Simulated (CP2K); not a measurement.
Two runs for the S L₂,₃ edge of 2-cyanothiophene. Run A: CP2K XAS_TDP, all-electron GAPW, PBEh(45%), aug-cc-pVDZ, TDA, ZORA, spin–orbit coupling. Run B has a fault in its input.

First lines with a strength over 0.0003. A:

```tsv
atom	energy (eV)	states	strength, one atom
S7 (bonded to 2 C)	164.46	1	0.0021
	164.77	1	0.0016
	165.53	2	0.0018
	165.89	1	0.0043
	166.19	1	0.0010
```

B:

```tsv
atom	energy (eV)	states	strength, one atom
S7 (bonded to 2 C)	162.30	2	0.0007
	162.39	1	0.0004
	162.42	1	0.0025
	162.76	1	0.0020
	163.26	2	0.0004
```

Question: What went wrong in run B?

The basis is far too small (basis from aug-cc-pVDZ to 3-21G*). The lowest line over the strength cut lies at 162.30 eV, against 164.46 eV (PBEh(45%), aug-cc-pVDZ). Another fault could leave a like mark.

[Banner, clock and machine lines of the logs are left out without a mark of their own.]

[Logs are printed without paths, hosts, clocks, repeated set-up lines and the standing remarks that a program may print on its own settings, such as how far it seeks lower states.]

[Hosts, paths, dates, database ids (printed as entryN), source tags and the programs' standing remarks are cut or masked in the printed files.]
